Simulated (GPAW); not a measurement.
Computed results, one entry a study.

```json
{"subject": "InHO2 (Pmn2_1): G0W0 with GPAW, start to end", "lattice_ang": [[3.27, 0.0, 0.0], [0.0, 4.56, 0.0], [0.0, 0.0, 5.26]], "atoms": [["In", 0.0, 0.7356, 0.0], ["In", 0.5, 0.2644, 0.5], ["H", 0.0, 0.787, 0.48], ["H", 0.5, 0.213, 0.98], ["O", 0.0, 0.982, 0.364], ["O", 0.5, 0.018, 0.864], ["O", 0.0, 0.522, 0.638], ["O", 0.5, 0.478, 0.138]], "method": "DFT, LDA, plane waves, PAW (and 1 further level or step)", "program": "GPAW 26.7.0", "settings_of_one_run": "cutoff 600 eV, GPAW PAW setups 1.2.1 data release, 4×2×2 k-mesh, nbands 188", "cost": "3 runs, 2.6 min in all on 4 MPI ranks of Arm Neoverse V2, shared host (the runs of this entry)", "notes": "The cell and positions come from the Crystallography Open Database and are kept as given unless a step says otherwise. Limits: no spin-orbit coupling. Bands and cutoff are finite, so the gap is not at the basis limit. The miss can reach some tenths of an eV and take either sign; the mesh is an error of its own. The 4×2×2 mesh is coarse for this cell, which bears on the long-range parts of exchange and screening.", "results": {"lda_gap": "2.04 eV, direct", "g0w0_gap_on_the_mesh": "3.57 eV", "gw_settings": "4×2×2 mesh, 82 bands, screening to 60 eV, Godby-Needs plasmon pole", "known_limits": "not at the basis limit; no spin-orbit coupling; coarse k mesh"}}
```

[Paths, hosts, dates, memory and timing lines, banners, echoed tables and standing remarks are left out of the program output.]

[Logs are printed without paths, hosts, clocks, repeated set-up lines and the standing remarks that a program may print on its own settings, such as how far it seeks lower states.]

[Runs of the session that timed out or met a known fault of the program may be left out.]

[Hosts, paths, dates, database ids (printed as entryN), source tags and the programs' standing remarks are cut or masked in the printed files.]
